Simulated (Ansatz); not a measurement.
# Rb on Au(111): change of the work function

How does one ordered layer of Rb (bridge site) change the work function of Au(111), and what dipole does each adsorbate carry?

Calculated with Ansatz 0.2.0; plane-wave DFT, PBEsol, Ansatz PAW.

## (1) Set-up

The cell holds 4 atoms: 4 Au. Its edges and angles: a = 2.885 Å, b = 2.885 Å, c = 25.067 Å, α = 90.0°, β = 90.0°, γ = 60.0°. Vacuum lies along c.

## (2) The clean slab

The bare slab comes first, as the zero from which every change is counted. The two lowest layers are held at bulk places and the upper ones relax. The dipole correction removes the false field that a one-sided slab makes across the periodic vacuum, so each face gets a flat vacuum level of its own.

input.yaml

```yaml
crystal:
  lattice:
    - [2.8849956672, 0.0, 0.0]
    - [1.4424978336, 2.4984795376, 0.0]
    - [0.0, 0.0, 25.0667672949]
  atoms:
    - { symbol: Au, position: [0.0, 0.0, 0.3590411118] }
    - { symbol: Au, position: [0.3333333333, 0.3333333333, 0.4530137039] }
    - { symbol: Au, position: [0.6666666667, 0.6666666667, 0.5469862961] }
    - { symbol: Au, position: [0.0, 0.0, 0.6409588882] }
kpoints:
  mp_grid: { grid: [12, 12, 1] }
hamiltonian:
  xc: pbesol
scf:
  occupations: { method: fermi_dirac, width: 0.1 }
  convergence: { dr2_threshold: 1.0e-08 }
efield:
  axis: 3
  dipole_correction: true
  ramp_position: 0.97
  ramp_width: 0.06
relax:
  f_tol: 0.02
  max_steps: 60
  constraints: [{ sites: [0, 1] }]
output:
  write_potential: true
  write_density: true
  volumetric_format: npy
```

Launch:

```console
> ansatz run input.yaml --threads 4 --pin off --max-ram 6144MiB --backend cpu --events-out ev --progress --plain --runs-dir out
```

Output:

```text
Engine: ansatz 0.2.0, x86_64-unknown-linux-gnu
Pseudopotentials: kind: paw
Pseudopotential: Au, paw, valence charge 19, recommended cutoff 420 eV (normal), Au.paw.azcp
Functional definition: PBEsol
  exchange = pbesol_x
  correlation = pbesol_c
Crystal: 4 atoms, lattice volume = 180.684 Å³
Basis set: ecut = 420 eV, 3551 PW (Γ), exchange–correlation on 40×40×360 points (8 copies of the dense FFT grid, shifted against one another)
Bands: 46, of which v1, the nominal top of the filled ones, is band 38 counted from 1 (37 counted from 0)
Symmetry: 6 space group operations
k-points: 19 of 144 (time reversal used)
Non-local potential: Au, projectors of the file, l = 0: 3, l = 1: 2, l = 2: 2, l = 3: 1
PAW form: soft (Blöchl's): semilocal exchange-correlation on the pseudo side does not see the compensation charge
PAW frozen core: Au, regenerated for the run's functional, and the local potential with it (the file was generated under x = pbe(κ = 0.804, μ = 0.219515), c = pbe(β = 0.066725))
PAW one-centre angular grid: Au, 590 points (default); XC on 64 Gauss nodes
Initial density: superposition of atomic densities (neutral atoms: chi_scale 0, normalization atom), corrected by the library's trained network
Initial wavefunctions: pseudopotential atomic-orbital guess
Functional: x = pbesol(κ = 0.804, μ = 0.123457), c = pbesol(β = 0.046)
SCF iter   1: F=—  HF=-52027.519361 eV  |F-HF|=—  |Δ(HF+E_count)|=         —  Δρ=4.82e-3  dr2=2.02e-1  ethr=1.77e-3  p=0.000 e·Å  D=2.65e-13 V/Å  ΔV_dip=-0.00 eV  dr2_dipole=2.97e-8  V_vac-E_F(+/−)=4.82/4.82 eV  ⟨swp⟩=9.0  Hψ=3907  notcnv=0  defer=10
efield: sawtooth ramp at fractional position 0.9700 (set: `efield.ramp_position`, or a place that a band, a saddle search or an elastic batch's reference lends), width 0.0600; the density the first Hamiltonian is built on has a dipole p = 0.000 e·Å; the dipole correction subtracts the counter field D = 2.65e-13 V/Å, which shifts the + side's vacuum level by -0.00 eV against the − side's; the planar-averaged density in the ramp window peaks in size at 8.1e-6 e/Å³
preconditioner: auto → LDOS  [metal: Δε(μ)=0.142 eV  Ē_g=9.105 eV  σ=0.100 eV  W_gap=0.32  n_scr=18 (ndim 8)  ℏωp=18.3 eV  f_vac=0.579  D(μ)=1.84/eV (n_scr^D=10)  β→1.0]
SCF iter   2: F=—  HF=-52027.516440 eV  |F-HF|=—  |Δ(HF+E_count)|=   2.92e-3  Δρ=4.53e-3  dr2=4.74e-2  ethr=2.65e-4  p=-0.000 e·Å  D=-4.46e-5 V/Å  ΔV_dip=0.00 eV  dr2_dipole=5.92e-9  V_vac-E_F(+/−)=5.31/5.31 eV  ⟨swp⟩=2.3  Hψ=1563  notcnv=0  defer=28
SCF iter   3: F=—  HF=-52027.505672 eV  |F-HF|=—  |Δ(HF+E_count)|=   1.08e-2  Δρ=7.77e-4  dr2=3.87e-3  ethr=6.24e-5  p=-0.000 e·Å  D=-1.25e-5 V/Å  ΔV_dip=0.00 eV  dr2_dipole=1.43e-8  V_vac-E_F(+/−)=5.19/5.19 eV  ⟨swp⟩=2.2  Hψ=1458  notcnv=0  defer=28
SCF iter   4: F=—  HF=-52027.505206 eV  |F-HF|=—  |Δ(HF+E_count)|=   4.66e-4  Δρ=2.38e-4  dr2=2.68e-4  ethr=5.10e-6  p=-0.000 e·Å  D=-4.31e-6 V/Å  ΔV_dip=0.00 eV  dr2_dipole=1.01e-10  V_vac-E_F(+/−)=5.23/5.23 eV  ⟨swp⟩=2.2  Hψ=1332  notcnv=0  defer=28
SCF iter   5: F=—  HF=-52027.505181 eV  |F-HF|=—  |Δ(HF+E_count)|=   2.53e-5  Δρ=7.93e-5  dr2=1.04e-5  ethr=3.52e-7  p=-0.000 e·Å  D=-2.09e-6 V/Å  ΔV_dip=0.00 eV  dr2_dipole=3.41e-11  V_vac-E_F(+/−)=5.24/5.23 eV  ⟨swp⟩=2.0  Hψ=1261  notcnv=0  defer=28
SCF iter   6: F=—  HF=-52027.505174 eV  |F-HF|=—  |Δ(HF+E_count)|=   6.24e-6  Δρ=2.66e-5  dr2=1.18e-6  ethr=1.37e-8  p=-0.000 e·Å  D=-1.12e-6 V/Å  ΔV_dip=0.00 eV  dr2_dipole=4.66e-11  V_vac-E_F(+/−)=5.24/5.24 eV  ⟨swp⟩=3.1  Hψ=1730  notcnv=0  defer=28
SCF iter   7: F=—  HF=-52027.505242 eV  |F-HF|=—  |Δ(HF+E_count)|=   6.78e-5  Δρ=5.97e-6  dr2=9.74e-8  ethr=1.55e-9  p=-0.000 e·Å  D=-4.21e-7 V/Å  ΔV_dip=0.00 eV  dr2_dipole=9.36e-12  V_vac-E_F(+/−)=5.24/5.24 eV  ⟨swp⟩=2.3  Hψ=1346  notcnv=0  defer=27
SCF iter   8: F=-52027.505242 eV  HF=-52027.505242 eV  |F-HF|=1.88e-8  |Δ(HF+E_count)|=   5.88e-8  Δρ=1.68e-6  dr2=8.01e-9  ethr=1.32e-11  p=-0.000 e·Å  D=-1.93e-7 V/Å  ΔV_dip=0.00 eV  dr2_dipole=1.19e-12  V_vac-E_F(+/−)=5.24/5.24 eV  ⟨swp⟩=10.8  Hψ=6398  notcnv=0
SCF 1 converged in 8 iterations: F = -52027.505242 eV  dr2 = 8.01e-9
  greatest PAW one-centre occupation: 1.001 electrons in one spin orbital (limit 2), on the Au atom at site 1 (counted from 0), in its partial waves of l = 0
relax step   1: F+E_penalty+E_count = -52027.50524213 eV  Δ(F+E_penalty+E_count) = +0.000e0 eV  max|allowed force component| = 1.540e-1 eV/Å  Δτ_max = 0.0000 Å  (8 SCF iters, accepted)
Initial density: handed on by an earlier stage of this run
Initial wavefunctions: those handed on with the density
iter 1 solved again at ethr=1.01e-5 eV; its pass at ethr=3.10e-3 eV (dr2=7.64e-3 eV) is discarded
SCF iter   1: F=—  HF=-52027.504843 eV  |F-HF|=—  |Δ(HF+E_count)|=         —  Δρ=1.93e-3  dr2=8.60e-3  ethr=1.01e-5  p=-0.000 e·Å  D=-3.64e-7 V/Å  ΔV_dip=0.00 eV  dr2_dipole=1.24e-3  V_vac-E_F(+/−)=5.24/5.24 eV  ⟨swp⟩=2.7  Hψ=3276  notcnv=0  defer=31
efield: sawtooth ramp at fractional position 0.9700 (set: `efield.ramp_position`, or a place that a band, a saddle search or an elastic batch's reference lends), width 0.0600; the density the first Hamiltonian is built on has a dipole p = -0.000 e·Å; the dipole correction subtracts the counter field D = -3.64e-7 V/Å, which shifts the + side's vacuum level by +0.00 eV against the − side's; the planar-averaged density in the ramp window peaks in size at 2.0e-6 e/Å³
preconditioner: auto → LDOS  [metal: Δε(μ)=0.132 eV  Ē_g=9.265 eV  σ=0.100 eV  W_gap=0.32  n_scr=18 (ndim 8)  ℏωp=18.3 eV  f_vac=0.581  D(μ)=1.66/eV (n_scr^D=10)  β→1.0]
SCF iter   2: F=—  HF=-52027.504501 eV  |F-HF|=—  |Δ(HF+E_count)|=   3.41e-4  Δρ=1.18e-3  dr2=6.87e-3  ethr=1.01e-5  p=-0.002 e·Å  D=-2.31e-3 V/Å  ΔV_dip=0.06 eV  dr2_dipole=1.09e-3  V_vac-E_F(+/−)=5.30/5.24 eV  ⟨swp⟩=2.2  Hψ=1438  notcnv=0  defer=31
SCF iter   3: F=—  HF=-52027.503124 eV  |F-HF|=—  |Δ(HF+E_count)|=   1.38e-3  Δρ=2.25e-4  dr2=9.01e-5  ethr=9.04e-6  p=-0.001 e·Å  D=-6.25e-4 V/Å  ΔV_dip=0.02 eV  dr2_dipole=1.94e-7  V_vac-E_F(+/−)=5.25/5.24 eV  ⟨swp⟩=2.0  Hψ=1313  notcnv=0  defer=31
SCF iter   4: F=—  HF=-52027.503106 eV  |F-HF|=—  |Δ(HF+E_count)|=   1.82e-5  Δρ=6.87e-5  dr2=1.25e-5  ethr=1.19e-7  p=-0.001 e·Å  D=-6.95e-4 V/Å  ΔV_dip=0.02 eV  dr2_dipole=5.23e-7  V_vac-E_F(+/−)=5.25/5.24 eV  ⟨swp⟩=3.2  Hψ=1782  notcnv=0  defer=31
SCF iter   5: F=—  HF=-52027.503126 eV  |F-HF|=—  |Δ(HF+E_count)|=   2.00e-5  Δρ=1.99e-5  dr2=1.52e-6  ethr=1.64e-8  p=-0.001 e·Å  D=-6.12e-4 V/Å  ΔV_dip=0.02 eV  dr2_dipole=1.53e-7  V_vac-E_F(+/−)=5.25/5.24 eV  ⟨swp⟩=2.0  Hψ=1258  notcnv=0  defer=31
SCF iter   6: F=—  HF=-52027.503165 eV  |F-HF|=—  |Δ(HF+E_count)|=   3.84e-5  Δρ=5.30e-6  dr2=1.31e-7  ethr=2.00e-9  p=-0.001 e·Å  D=-5.79e-4 V/Å  ΔV_dip=0.01 eV  dr2_dipole=1.29e-8  V_vac-E_F(+/−)=5.25/5.24 eV  ⟨swp⟩=2.0  Hψ=1272  notcnv=0  defer=31
SCF iter   7: F=-52027.503165 eV  HF=-52027.503165 eV  |F-HF|=2.17e-8  |Δ(HF+E_count)|=   1.08e-8  Δρ=1.48e-6  dr2=3.65e-9  ethr=1.32e-11  p=-0.001 e·Å  D=-5.67e-4 V/Å  ΔV_dip=0.01 eV  dr2_dipole=2.69e-11  V_vac-E_F(+/−)=5.25/5.24 eV  ⟨swp⟩=8.7  Hψ=6669  notcnv=0
SCF 2 converged in 7 iterations: F = -52027.503165 eV  dr2 = 3.65e-9
  greatest PAW one-centre occupation: 1.001 electrons in one spin orbital (limit 2), on the Au atom at site 2 (counted from 0), in its partial waves of l = 0
relax step   2: F+E_penalty+E_count = -52027.50316466 eV  Δ(F+E_penalty+E_count) = +2.077e-3 eV  max|allowed force component| = 2.427e-1 eV/Å  Δτ_max = 0.0581 Å  (7 SCF iters, rejected (line search))
SCF iter   1: F=—  HF=-52027.507286 eV  |F-HF|=—  |Δ(HF+E_count)|=         —  Δρ=1.11e-3  dr2=3.21e-3  ethr=3.79e-5  p=-0.001 e·Å  D=-5.67e-4 V/Å  ΔV_dip=0.01 eV  dr2_dipole=6.70e-4  V_vac-E_F(+/−)=5.25/5.23 eV  ⟨swp⟩=3.5  Hψ=2028  notcnv=0  defer=31
efield: sawtooth ramp at fractional position 0.9700 (set: `efield.ramp_position`, or a place that a band, a saddle search or an elastic batch's reference lends), width 0.0600; the density the first Hamiltonian is built on has a dipole p = -0.001 e·Å; the dipole correction subtracts the counter field D = -5.67e-4 V/Å, which shifts the + side's vacuum level by +0.01 eV against the − side's; the planar-averaged density in the ramp window peaks in size at 3.5e-6 e/Å³
preconditioner: auto → LDOS  [metal: Δε(μ)=0.132 eV  Ē_g=9.257 eV  σ=0.100 eV  W_gap=0.32  n_scr=18 (ndim 8)  ℏωp=18.3 eV  f_vac=0.580  D(μ)=1.66/eV (n_scr^D=10)  β→1.0]
SCF iter   2: F=—  HF=-52027.507189 eV  |F-HF|=—  |Δ(HF+E_count)|=   9.73e-5  Δρ=7.04e-4  dr2=2.58e-3  ethr=4.22e-6  p=0.001 e·Å  D=8.91e-4 V/Å  ΔV_dip=-0.02 eV  dr2_dipole=5.87e-4  V_vac-E_F(+/−)=5.22/5.24 eV  ⟨swp⟩=2.6  Hψ=1780  notcnv=0  defer=31
SCF iter   3: F=—  HF=-52027.506714 eV  |F-HF|=—  |Δ(HF+E_count)|=   4.75e-4  Δρ=1.39e-4  dr2=4.82e-5  ethr=3.40e-6  p=-0.000 e·Å  D=-1.63e-4 V/Å  ΔV_dip=0.00 eV  dr2_dipole=3.61e-6  V_vac-E_F(+/−)=5.24/5.24 eV  ⟨swp⟩=2.1  Hψ=1313  notcnv=0  defer=31
SCF iter   4: F=—  HF=-52027.506706 eV  |F-HF|=—  |Δ(HF+E_count)|=   7.84e-6  Δρ=4.81e-5  dr2=7.74e-6  ethr=6.34e-8  p=-0.000 e·Å  D=-1.45e-4 V/Å  ΔV_dip=0.00 eV  dr2_dipole=1.59e-6  V_vac-E_F(+/−)=5.24/5.24 eV  ⟨swp⟩=2.7  Hψ=1551  notcnv=0  defer=31
SCF iter   5: F=—  HF=-52027.506774 eV  |F-HF|=—  |Δ(HF+E_count)|=   6.74e-5  Δρ=1.66e-5  dr2=1.19e-6  ethr=1.02e-8  p=-0.000 e·Å  D=-2.03e-4 V/Å  ΔV_dip=0.01 eV  dr2_dipole=2.69e-7  V_vac-E_F(+/−)=5.24/5.24 eV  ⟨swp⟩=2.0  Hψ=1199  notcnv=0  defer=31
SCF iter   6: F=—  HF=-52027.506773 eV  |F-HF|=—  |Δ(HF+E_count)|=   1.19e-7  Δρ=3.38e-6  dr2=4.71e-8  ethr=1.57e-9  p=-0.000 e·Å  D=-2.30e-4 V/Å  ΔV_dip=0.01 eV  dr2_dipole=5.85e-9  V_vac-E_F(+/−)=5.24/5.24 eV  ⟨swp⟩=2.2  Hψ=1246  notcnv=0  defer=31
SCF iter   7: F=-52027.506773 eV  HF=-52027.506773 eV  |F-HF|=1.60e-8  |Δ(HF+E_count)|=   4.50e-9  Δρ=1.09e-6  dr2=3.05e-9  ethr=1.32e-11  p=-0.000 e·Å  D=-2.34e-4 V/Å  ΔV_dip=0.01 eV  dr2_dipole=9.59e-11  V_vac-E_F(+/−)=5.24/5.24 eV  ⟨swp⟩=10.3  Hψ=6263  notcnv=0
SCF 3 converged in 7 iterations: F = -52027.506773 eV  dr2 = 3.05e-9
relax step   3: F+E_penalty+E_count = -52027.50677343 eV  Δ(F+E_penalty+E_count) = -1.531e-3 eV  max|allowed force component| = 5.790e-3 eV/Å  Δτ_max = 0.0244 Å  (7 SCF iters, accepted)
NSCF: frozen V_eff on 19 k-points
the band table was solved once a step of the walk had ended and its energy, with any forces and stress, was formed, with the checks that follow a solve (4909 applications of the Hamiltonian). They found nothing against the state; the energy, forces and stress were not computed again (output.eigenvalues in the input reference)
WARN: The output density's exchange-correlation potential varies sharply where the density is thin. Do not read a vacuum level from v_tot or v_xc, or from such a field of the output density. On a cell that repeats whose density bears no net charge and no dipole along the vacuum's axis use v_es (v_loc + v_h of the components); under efield.dipole_correction with no amplitude use v_es + v_field, which holds any externa [...]
SCF converged after 7 iterations
Free energy (F): -52027.506773 eV
Harris-Foulkes:  -52027.506773 eV  (|F-HF|=1.60e-8)
Internal energy: -52027.454260 eV  (E = F + TS)
E sigma→0 (E₀):  -52027.480517 eV
Entropy (-TS):   -0.052514 eV (-13.128 meV/atom)
Fermi energy:    4.436196 eV
Dipole field:    D = -0.000220 V/Å  (p = -0.000220 e·Å, saw-weighted, corrected)
Work function:   Φ+ = 5.2418 eV   Φ− = 5.2363 eV
Levels:          The Fermi level and band energies are counted from a zero that moves with the ramp; work functions are not
--- Per-component energies (eV) ---
  E_band       = -2043.309789
  E_kinetic    = 2416.939536
  E_local      = -128376.369681  (includes V_loc(G=0)·N_el)
  E_nonlocal   = 311.033798
  E_hartree    = 63078.000273
  E_xc         = -904.143211
  E_vxc        = -1095.430599  (∫ρ·V_xc dr)
  E_paw        = -38263.399788  (= ΣΔE_a)
  E_vpaw       = -1455.502203  (= ΣTr[D̂ρ^β])
  E_aug_tail   = 0.005736  (compensation charges beyond the density's cutoff)
  E_efield     = 0.000000  (sawtooth field / dipole correction)
  E_vefield    = -0.000151  (∫n·V_field dr)
  E_ewald      = 49709.241161
  E_core_change = 1.237916  (= ΣΔE_core)
  E_smearing   = -0.052514  (= −TS)
  E_closure    = -0.000000  (closes the sum)
  Σ components = -52027.506773   (vs F -52027.506773, Δ=0.00e0)
--- Forces (eV/Å), atoms counted from 1 ---
  atom   1  Au    -0.00000000     0.00000000    -0.04755856
  atom   2  Au     0.00000000    -0.00000000     0.04155572
  atom   3  Au     0.00000000     0.00000000     0.00579030
  atom   4  Au     0.00000000    -0.00000000     0.00019048
  max |Σ_I F_I| component: 2.21e-5 eV/Å
--- Band table (eV; the first three rows and the last of 19) ---
  k-point 0: bands = [... 34 lower, 1.5715, 2.0876, 2.0876, 2.4575, 2.4575, 3.1601, 4.4899, 9.1055, ... 4 higher]
  k-point 1: bands = [... 34 lower, 1.6160, 1.8193, 2.0852, 2.2732, 2.4671, 3.5990, 5.1117, 9.2174, ... 4 higher]
  k-point 2: bands = [... 34 lower, 1.5931, 1.6035, 2.0760, 2.4898, 2.5679, 4.3493, 6.3635, 9.5585, ... 4 higher]
  k-point 18: bands = [... 34 lower, 2.3142, 2.3166, 7.2912, 7.3034, 7.3043, 7.9589, 9.2363, 9.2390, ... 4 higher]
--- Relaxed structure (3 steps of the walk, 2 accepted, 0 SCFs on fresh bases) ---
  F+E_penalty+E_count = -52027.50677343 eV   max|allowed force component| = 5.790e-3 eV/Å
  atoms:
    - { symbol: Au, position: [0.0, 0.0, 0.359041] }
    - { symbol: Au, position: [0.333333, 0.333333, 0.453014] }
    - { symbol: Au, position: [0.666667, 0.666667, 0.546013] }
    - { symbol: Au, position: [-7.466626e-19, 0, 0.640494] }
```

The job ended after 8 s (4 threads of AMD EPYC 9R45, shared host; peak memory 0.68 GiB).

Reading the cycles: dr2 is the Hartree energy of the density residual (eV), the measure of convergence; HF is the Harris–Foulkes estimate of the energy, which meets the free energy F at convergence.

Relaxation path:

```csv
step,energy less that of the first step (eV),largest force component (eV/Å)
1,0.0000,0.1540
2,0.0021,0.2427
3,-0.0015,0.0058
```

Relaxation step 2 was tried and not accepted.

Forces are held to the 6 operations that the program found; a distortion that breaks them can't arise in this run.

The atoms that moved most (Å):

```
atom     dx     dy      dz  length
 Au3  0.000  0.000  -0.024   0.024
 Au4  0.000  0.000  -0.012   0.012
```

Read from the output:

| Quantity | Value |
| --- | --- |
| energy at zero smearing | -52027.4805 eV |
| work function, upper face | 5.242 eV |
| dipole along the normal | -2.20e-4 e·Å |

Running mean over 2.356 Å of the planar mean; the ramp of the sawtooth is left out. The electron's electrostatic potential energy less the Fermi level by z:

```
z (Å)  electron's electrostatic potential energy less the Fermi level (eV)
    4                                                                 5.24
    5                                                                 5.23
    6                                                                 5.18
    7                                                                 4.18
    8                                                                -3.34
    9                                                                -8.18
   10                                                                -8.52
   11                                                                -8.61
   12                                                                -8.78
   13                                                                -8.79
   14                                                                -8.58
   15                                                                -8.40
   16                                                                -8.21
   17                                                                -3.83
   18                                                                 3.99
   19                                                                 5.17
   20                                                                 5.24
   21                                                                 5.24
   22                                                                 5.24
```

The relaxation took 3 steps and lowered the energy by 0.0015 eV; the largest force on the free atoms ends at 0.0058 eV/Å.

The work function of the upper face is 5.24 eV.

(Continued in part 2 of 5.)

[Long decimals in the printed logs are rounded to 6 places.]

[Logs are printed without paths, hosts, clocks, repeated set-up lines and the standing remarks that a program may print on its own settings, such as how far it seeks lower states.]

[Hosts, paths, dates, database ids (printed as entryN), source tags and the programs' standing remarks are cut or masked in the printed files.]

[Maps of the electrostatic potential energy from Ansatz leave out the sawtooth potential of an applied field or a dipole correction, so their vacuum need not be flat; planar profiles and work functions include it.]
